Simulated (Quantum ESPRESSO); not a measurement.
```json
{"subject": "CuF2: which magnetic order is lowest", "lattice_ang": [[3.32, 0.0, 0.0], [0.0, 4.54, 0.0], [-2.7869, 0.0, 4.5589]], "atoms": [["Cu", 0.0, 0.0, 0.0], ["Cu", 0.0, 0.5, 0.5], ["F", 0.256, 0.3, 0.3], ["F", 0.744, 0.8, 0.2], ["F", 0.744, 0.7, 0.7], ["F", 0.256, 0.2, 0.8]], "method": "PBEsol with U = 6 eV on Cu d (ortho-atomic projectors); plane waves with GBRV 1.5 PBEsol potentials, no spin-orbit coupling, projections on orthogonalised atomic orbitals (and 2 further levels or steps)", "program": "Quantum ESPRESSO 7.5", "settings_of_one_run": "GBRV 1.5 PBEsol, potential files F: f_pbesol_v1.4.uspp.F.UPF, Cu: cu_pbesol_v1.2.uspp.F.UPF, cutoff 544.23 eV, 8×4×4 k-mesh, 48 bands, fermi-dirac occupations, smearing width 0.05 eV, collinear spin, SCF threshold 1.20e-8, Hubbard form dudarev, Hubbard projectors ortho-atomic, starting moments 1 -1 0 0 0 0 μB", "cost": "4 runs, 4 min in all on 4 MPI ranks of Arm Neoverse V1, shared host (the runs of this entry)", "results": {"lowest_state_found": "antiferromagnetic (from antiferro +-)", "largest_site_moment": "0.803 μB", "next_state_with_moments": "ferromagnetic, 20.9 meV a seeded atom higher"}}
```

[Logs and program files are shortened in this print: banners, set-up blocks, solver, clock and traceback lines can be left out without a mark of their own.]

[Logs are printed without paths, hosts, clocks, repeated set-up lines and the standing remarks that a program may print on its own settings, such as how far it seeks lower states.]

[Hosts, paths, dates, database ids (printed as entryN), source tags and the programs' standing remarks are cut or masked in the printed files.]

[Where a cell is said to come from a database of computed structures, the database is the Materials Project.]
